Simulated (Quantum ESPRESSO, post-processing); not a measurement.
# 1T-PtSe2, 1 layer: vacuum convergence, part 2 of 2

Which setting serves for 1T-PtSe2, 1 layer? The runs below step through one kind of setting.

Quantum ESPRESSO 7.5; plane-wave DFT, PBE, PseudoDojo norm-conserving pseudopotentials.

So far. Step 3 (Electrostatic potential): Inside the slab this potential holds the local part of the pseudopotentials, which can be repulsive at the nuclei; only its value in the vacuum has a meaning of its own. Step 5 (Potential by pp.x): Counted from each run's own zero (the valence top), the vacuum level differs from the first run's by -2 meV.

## (6) Ground state: 14 Å of vacuum

c4.in

```
&control
  prefix = 'c4'
  outdir = './out'
  pseudo_dir = './pseudo'
  calculation = 'scf'
  tprnfor = .true.
/
&system
  ibrav = 0
  nat = 3
  ntyp = 2
  ecutwfc = 78
  ecutrho = 312
  occupations = 'smearing'
  smearing = 'fd'
  degauss = 0.004
/
&electrons
  conv_thr = 1e-07
  mixing_beta = 0.4
  electron_maxstep = 120
  mixing_mode = 'local-TF'
/
ATOMIC_SPECIES
  Se  78.9710  Se.dojo-sr-pbe-0.4.1-standard.upf
  Pt  195.0840  Pt.dojo-sr-pbe-0.4.1-standard.upf
CELL_PARAMETERS angstrom
  3.75000000000000 0.00000000000000 0.00000000000000
  -1.87500000000000 3.24759526419164 0.00000000000000
  0.00000000000000 0.00000000000000 16.26771779549397
ATOMIC_POSITIONS crystal
  Se  0.666666666667 0.333333333333 0.430300063475
  Pt  0.000000000000 0.000000000000 0.500000000000
  Se  0.333333333333 0.666666666667 0.569699936525
K_POINTS automatic
  6 6 1 0 0 0
```

Launch:

```bash
$ OMP_NUM_THREADS=1 mpirun -n 4 pw.x -nk 2 -in c4.in > c4.out
```

The log of the run:

```text
[banner, memory and clock lines left out]
Program PWSCF v.7.5 starts
[...]
Message from routine setup:
[...]
number of electrons       =        50.00
     number of Kohn-Sham states=           30
     kinetic-energy cutoff     =      78.0000  Ry
     charge density cutoff     =     312.0000  Ry
[...]
number of k points=     7  Fermi-Dirac smearing, width (Ry)=  0.0040
[...]
Dense  grid:   124349 G-vectors     FFT dimensions: (  40,  40, 180)
[...]
negative rho (up, down):  3.855E-05 0.000E+00
     Starting wfcs are   28 randomized atomic wfcs +    2 random wfcs
[...]
negative rho (up, down):  1.381E-04 0.000E+00
[...]
estimated scf accuracy    <       0.30297874 Ry
[...]
negative rho (up, down):  3.096E-04 0.000E+00
[...]
estimated scf accuracy    <       0.07083832 Ry
[...]
negative rho (up, down):  2.404E-04 0.000E+00
[...]
estimated scf accuracy    <       0.00221364 Ry
[...]
negative rho (up, down):  1.467E-04 0.000E+00
[...]
estimated scf accuracy    <       0.00055505 Ry
[...]
estimated scf accuracy    <       0.00004154 Ry
[...]
estimated scf accuracy    <       0.00003218 Ry
[...]
estimated scf accuracy    <       0.00000111 Ry
[...]
estimated scf accuracy    <       0.00000066 Ry
[...]
estimated scf accuracy    <       0.00000016 Ry
[...]
the Fermi energy is     0.9730 ev
!    total energy              =    -746.18849844 Ry
     estimated scf accuracy    <       0.00000006 Ry
     smearing contrib. (-TS)   =      -0.00000004 Ry
     internal energy E=F+TS    =    -746.18849841 Ry
[...]
one-electron contribution =   -2591.26105183 Ry
     hartree contribution      =    1288.70387733 Ry
     xc contribution           =    -144.53483908 Ry
     ewald contribution        =     700.90351517 Ry
     convergence has been achieved in  10 iterations
[...]
Total force =     0.118638     Total SCF correction =     0.000047
[...]
```

Run time: 22 s. Hardware: 4 MPI ranks of Arm Neoverse V1, shared host; peak memory 0.45 GiB.

Numbers from this step:

```
Fermi energy                         : 0.973 eV
valence top, on the run's zero       : 0.2159 eV
conduction bottom, on the run's zero : 1.781 eV
```

The program's own clock; routines nest. Time by routine:

```tsv
routine	wall time (s)	calls
PWSCF	21	1
electrons	19.97	1
c_bands	13.68	11
cegterg	12.65	44
h_psi	10.72	201
fftw	10.2	7756
vloc_psi	9.17	201
mix_rho	3.63	11
ffts	2.14	1118
sum_band	2.13	11
calbec	0.84	217
add_vuspsi	0.76	201
h_psi:calbec	0.74	201
init_run	0.73	1
```

## (7) Potential by pp.x

c4.pot.in

```
&inputpp
  prefix = 'c4'
  outdir = './out'
  filplot = 'c4.pot.dat'
  plot_num = 11
/
```

Launch:

```bash
$ OMP_NUM_THREADS=1 mpirun -n 4 pp.x -in c4.pot.in > c4.pot.out
```

It took 0.85 s on 4 MPI ranks; peak memory 0.12 GiB.

Read from the output:

| Property | Result |
| --- | --- |
| potential in the middle of the vacuum, over the valence top | 5.476 eV |

Counted from each run's own zero (the valence top), the vacuum level differs from the first run's by -4 meV.

## (8) SCF with pw.x: 12 Å of vacuum

c6.in is the input of step 6 with these lines changed:

```diff
@@ -1,3 +1,3 @@
 &control
-  prefix = 'c4'
+  prefix = 'c6'
   outdir = './out'
@@ -29,7 +29,7 @@
   -1.87500000000000 3.24759526419164 0.00000000000000
-  0.00000000000000 0.00000000000000 16.26771779549397
+  0.00000000000000 0.00000000000000 14.26771779549397
 ATOMIC_POSITIONS crystal
-  Se  0.666666666667 0.333333333333 0.430300063475
+  Se  0.666666666667 0.333333333333 0.420529764185
   Pt  0.000000000000 0.000000000000 0.500000000000
-  Se  0.333333333333 0.666666666667 0.569699936525
+  Se  0.333333333333 0.666666666667 0.579470235815
 K_POINTS automatic
```

Launch:

```bash
$ OMP_NUM_THREADS=1 mpirun -n 4 pw.x -nk 2 -in c6.in > c6.out
```

The log of the run:

```text
[banner, memory and clock lines left out]
Program PWSCF v.7.5 starts
[...]
Message from routine setup:
[...]
number of electrons       =        50.00
     number of Kohn-Sham states=           30
     kinetic-energy cutoff     =      78.0000  Ry
     charge density cutoff     =     312.0000  Ry
[...]
number of k points=     7  Fermi-Dirac smearing, width (Ry)=  0.0040
[...]
Dense  grid:   109051 G-vectors     FFT dimensions: (  40,  40, 160)
[...]
negative rho (up, down):  2.308E-05 0.000E+00
     Starting wfcs are   28 randomized atomic wfcs +    2 random wfcs
[...]
negative rho (up, down):  4.165E-04 0.000E+00
[...]
estimated scf accuracy    <       0.30283361 Ry
[...]
negative rho (up, down):  6.871E-04 0.000E+00
[...]
estimated scf accuracy    <       0.07550518 Ry
[...]
negative rho (up, down):  5.423E-05 0.000E+00
[...]
estimated scf accuracy    <       0.00211435 Ry
[...]
estimated scf accuracy    <       0.00063073 Ry
[...]
estimated scf accuracy    <       0.00005482 Ry
[...]
estimated scf accuracy    <       0.00003438 Ry
[...]
estimated scf accuracy    <       0.00000364 Ry
[...]
estimated scf accuracy    <       0.00000200 Ry
[...]
estimated scf accuracy    <       0.00000015 Ry
[...]
the Fermi energy is     1.7713 ev
!    total energy              =    -746.18850363 Ry
     estimated scf accuracy    <       0.00000006 Ry
     smearing contrib. (-TS)   =      -0.00000004 Ry
     internal energy E=F+TS    =    -746.18850360 Ry
[...]
one-electron contribution =   -2158.52459581 Ry
     hartree contribution      =    1073.80220704 Ry
     xc contribution           =    -144.53486070 Ry
     ewald contribution        =     483.06874587 Ry
     convergence has been achieved in  10 iterations
[...]
Total force =     0.118630     Total SCF correction =     0.000029
[...]
```

The job ended after 19 s (4 MPI ranks; peak memory 0.4 GiB; 75 s of CPU time).

Numbers from this step:

| Quantity | Value |
| --- | --- |
| free energy | -10152.4118 eV |
| Fermi energy | 1.771 eV |
| valence top, on the run's zero | 1.014 eV |
| conduction bottom, on the run's zero | 2.579 eV |

The program's own clock; routines nest. Time by routine:

```tsv
routine	wall time (s)	calls
PWSCF	18.25	1
electrons	17.32	1
c_bands	11.83	11
cegterg	10.94	44
h_psi	9.29	195
fftw	8.88	7710
vloc_psi	7.95	195
mix_rho	3.15	11
sum_band	1.85	11
ffts	1.85	1118
calbec	0.73	211
init_run	0.67	1
add_vuspsi	0.65	195
h_psi:calbec	0.64	195
```

## (9) Electrostatic potential

c6.pot.in

```
&inputpp
  prefix = 'c6'
  outdir = './out'
  filplot = 'c6.pot.dat'
  plot_num = 11
/
```

Launch:

```bash
$ OMP_NUM_THREADS=1 mpirun -n 4 pp.x -in c6.pot.in > c6.pot.out
```

Elapsed: 0.82 s, on 4 MPI ranks; peak memory 0.12 GiB.

Counted from each run's own zero (the valence top), the vacuum level differs from the first run's by -4 meV.

## (10) SCF with pw.x: 10 Å of vacuum

c8.in is the input of step 8 with these lines changed:

```diff
@@ -1,3 +1,3 @@
 &control
-  prefix = 'c6'
+  prefix = 'c8'
   outdir = './out'
@@ -29,7 +29,7 @@
   -1.87500000000000 3.24759526419164 0.00000000000000
-  0.00000000000000 0.00000000000000 14.26771779549397
+  0.00000000000000 0.00000000000000 12.26771779549397
 ATOMIC_POSITIONS crystal
-  Se  0.666666666667 0.333333333333 0.420529764185
+  Se  0.666666666667 0.333333333333 0.407573770717
   Pt  0.000000000000 0.000000000000 0.500000000000
-  Se  0.333333333333 0.666666666667 0.579470235815
+  Se  0.333333333333 0.666666666667 0.592426229283
 K_POINTS automatic
```

Launch:

```bash
$ OMP_NUM_THREADS=1 mpirun -n 4 pw.x -nk 2 -in c8.in > c8.out
```

The log of the run:

```text
[banner, memory and clock lines left out]
Program PWSCF v.7.5 starts
[...]
Message from routine setup:
[...]
number of electrons       =        50.00
     number of Kohn-Sham states=           30
     kinetic-energy cutoff     =      78.0000  Ry
     charge density cutoff     =     312.0000  Ry
[...]
number of k points=     7  Fermi-Dirac smearing, width (Ry)=  0.0040
[...]
Dense  grid:    93707 G-vectors     FFT dimensions: (  40,  40, 135)
[...]
negative rho (up, down):  3.746E-06 0.000E+00
     Starting wfcs are   28 randomized atomic wfcs +    2 random wfcs
[...]
negative rho (up, down):  2.354E-04 0.000E+00
[...]
estimated scf accuracy    <       0.30309062 Ry
[...]
negative rho (up, down):  4.618E-04 0.000E+00
[...]
estimated scf accuracy    <       0.07659172 Ry
[...]
negative rho (up, down):  4.724E-06 0.000E+00
[...]
estimated scf accuracy    <       0.00207561 Ry
[...]
estimated scf accuracy    <       0.00058511 Ry
[...]
estimated scf accuracy    <       0.00005118 Ry
[...]
estimated scf accuracy    <       0.00003584 Ry
[...]
estimated scf accuracy    <       0.00000313 Ry
[...]
estimated scf accuracy    <       0.00000132 Ry
[...]
estimated scf accuracy    <       0.00000012 Ry
[...]
the Fermi energy is     2.8305 ev
!    total energy              =    -746.18849325 Ry
     estimated scf accuracy    <       0.00000006 Ry
     smearing contrib. (-TS)   =      -0.00000004 Ry
     internal energy E=F+TS    =    -746.18849321 Ry
[...]
one-electron contribution =   -1733.05759132 Ry
     hartree contribution      =     863.01429030 Ry
     xc contribution           =    -144.53490556 Ry
     ewald contribution        =     268.38971337 Ry
     convergence has been achieved in  10 iterations
[...]
Total force =     0.118711     Total SCF correction =     0.000069
[...]
```

Run time: 16 s. Hardware: 4 MPI ranks; peak memory 0.37 GiB.

Read from the output:

```
free energy                          : -10152.4117 eV
Fermi energy                         : 2.830 eV
valence top, on the run's zero       : 2.073 eV
conduction bottom, on the run's zero : 3.639 eV
```

The program's own clock; routines nest. Time by routine:

```tsv
routine	wall time (s)	calls
PWSCF	15.62	1
electrons	14.8	1
c_bands	10.12	11
cegterg	9.37	44
h_psi	7.96	192
fftw	7.65	7688
vloc_psi	6.83	192
mix_rho	2.67	11
ffts	1.61	1086
sum_band	1.59	11
calbec	0.62	208
init_run	0.59	1
add_vuspsi	0.55	192
h_psi:calbec	0.54	192
```

## (11) Electrostatic potential

c8.pot.in

```
&inputpp
  prefix = 'c8'
  outdir = './out'
  filplot = 'c8.pot.dat'
  plot_num = 11
/
```

Launch:

```bash
$ OMP_NUM_THREADS=1 mpirun -n 4 pp.x -in c8.pot.in > c8.pot.out
```

Elapsed: 0.79 s, on 4 MPI ranks; peak memory 0.12 GiB.

Numbers from this step:

| Item | Value |
| --- | --- |
| potential in the middle of the vacuum, over the valence top | 5.474 eV |

Counted from each run's own zero (the valence top), the vacuum level differs from the first run's by -6 meV.

## (12) SCF with pw.x: 8 Å of vacuum

c10.in is the input of step 10 with these lines changed:

```diff
@@ -1,3 +1,3 @@
 &control
-  prefix = 'c8'
+  prefix = 'c10'
   outdir = './out'
@@ -29,7 +29,7 @@
   -1.87500000000000 3.24759526419164 0.00000000000000
-  0.00000000000000 0.00000000000000 12.26771779549397
+  0.00000000000000 0.00000000000000 10.26771779549397
 ATOMIC_POSITIONS crystal
-  Se  0.666666666667 0.333333333333 0.407573770717
+  Se  0.666666666667 0.333333333333 0.389570504339
   Pt  0.000000000000 0.000000000000 0.500000000000
-  Se  0.333333333333 0.666666666667 0.592426229283
+  Se  0.333333333333 0.666666666667 0.610429495661
 K_POINTS automatic
```

Launch:

```bash
$ OMP_NUM_THREADS=1 mpirun -n 4 pw.x -nk 2 -in c10.in > c10.out
```

The log of the run:

```text
[banner, memory and clock lines left out]
Program PWSCF v.7.5 starts
[...]
Message from routine setup:
[...]
number of electrons       =        50.00
     number of Kohn-Sham states=           30
     kinetic-energy cutoff     =      78.0000  Ry
     charge density cutoff     =     312.0000  Ry
[...]
number of k points=     7  Fermi-Dirac smearing, width (Ry)=  0.0040
[...]
Dense  grid:    78541 G-vectors     FFT dimensions: (  40,  40, 120)
[...]
Starting wfcs are   28 randomized atomic wfcs +    2 random wfcs
[...]
estimated scf accuracy    <       0.30310921 Ry
[...]
estimated scf accuracy    <       0.07949654 Ry
[...]
estimated scf accuracy    <       0.00202237 Ry
[...]
estimated scf accuracy    <       0.00058443 Ry
[...]
estimated scf accuracy    <       0.00004713 Ry
[...]
estimated scf accuracy    <       0.00002936 Ry
[...]
estimated scf accuracy    <       0.00000252 Ry
[...]
estimated scf accuracy    <       0.00000083 Ry
[...]
the Fermi energy is     4.3044 ev
!    total energy              =    -746.18840219 Ry
     estimated scf accuracy    <       0.00000010 Ry
     smearing contrib. (-TS)   =      -0.00000004 Ry
     internal energy E=F+TS    =    -746.18840215 Ry
[...]
one-electron contribution =   -1319.11225250 Ry
     hartree contribution      =     658.74822293 Ry
     xc contribution           =    -144.53481850 Ry
     ewald contribution        =      58.71044592 Ry
     convergence has been achieved in   9 iterations
[...]
Total force =     0.118502     Total SCF correction =     0.000729
[...]
```

Elapsed: 12 s, on 4 MPI ranks; peak memory 0.34 GiB; 48 s of CPU time.

Numbers from this step:

- free energy: -10152.4104 eV
- Fermi energy: 4.304 eV
- valence top, on the run's zero: 3.547 eV
- conduction bottom, on the run's zero: 5.114 eV
- gap by band count: 1.567 eV

The program's own clock; routines nest. Time by routine:

```tsv
routine	wall time (s)	calls
PWSCF	11.56	1
electrons	10.81	1
c_bands	7.78	10
cegterg	7.16	40
h_psi	6.12	168
fftw	5.89	6934
vloc_psi	5.27	168
mix_rho	1.45	10
sum_band	1.23	10
ffts	0.85	710
init_run	0.52	1
calbec	0.47	184
h_psi:calbec	0.41	168
add_vuspsi	0.41	168
```

## (13) Potential by pp.x

c10.pot.in

```
&inputpp
  prefix = 'c10'
  outdir = './out'
  filplot = 'c10.pot.dat'
  plot_num = 11
/
```

Launch:

```bash
$ OMP_NUM_THREADS=1 mpirun -n 4 pp.x -in c10.pot.in > c10.pot.out
```

It took 0.78 s on 4 MPI ranks; peak memory 0.12 GiB.

Read from the output:

* potential in the middle of the vacuum, over the valence top: 5.464 eV

Counted from each run's own zero (the valence top), the vacuum level differs from the first run's by -16 meV.

## (14) The series side by side

All levels:

```tsv
level	vacuum level over the valence top (eV)	its change from the first (meV)	energy from the first (meV an atom)	SCF iterations	wall time (s)	peak memory (GiB)	CPU time (s)
24 Å of vacuum	5.48	0	0	9	32.91	0.6	131.3
18 Å of vacuum	5.478	-2.481	-0.01261	10	27.79	0.52	110.9
14 Å of vacuum	5.476	-3.692	-0.005488	10	21.53	0.45	85.84
12 Å of vacuum	5.476	-4.148	-0.02903	10	18.78	0.4	74.83
10 Å of vacuum	5.474	-6.17	0.01805	10	16.15	0.37	64.33
8 Å of vacuum	5.464	-15.83	0.431	9	12.08	0.34	48.05
```

## (15) Summary of results

| Item | Value |
| --- | --- |
| vacuum level over the valence top, 24 Å of vacuum | 5.480 eV |
| cheapest step of the main series that, with all steps before it, keeps the vacuum level within 20 meV of the first | 8 Å of vacuum: -16 meV, 48 s of CPU time against 2.2 min |
| setting with the largest shift of the level | 8 Å of vacuum: -16 meV |

The cheapest step of the main series that, with all steps before it, keeps the vacuum level within 20 meV of the first is 8 Å of vacuum: -16 meV, 48 s of CPU time against 2.2 min. Over the series the energy moves by up to 0.431 meV an atom and the vacuum level by up to 16 meV. The level is read in the middle of the vacuum, where a short gap still holds the tails of both faces. The times come from a shared host and are rough. Peak memory is sampled during the run and can miss the peak. The geometry is as built, not relaxed.

[Logs are printed without paths, hosts, clocks, repeated set-up lines and the standing remarks that a program may print on its own settings, such as how far it seeks lower states.]

[Hosts, paths, dates, database ids (printed as entryN), source tags and the programs' standing remarks are cut or masked in the printed files.]

[Maps of the electrostatic potential energy from Ansatz leave out the sawtooth potential of an applied field or a dipole correction, so their vacuum need not be flat; planar profiles and work functions include it.]
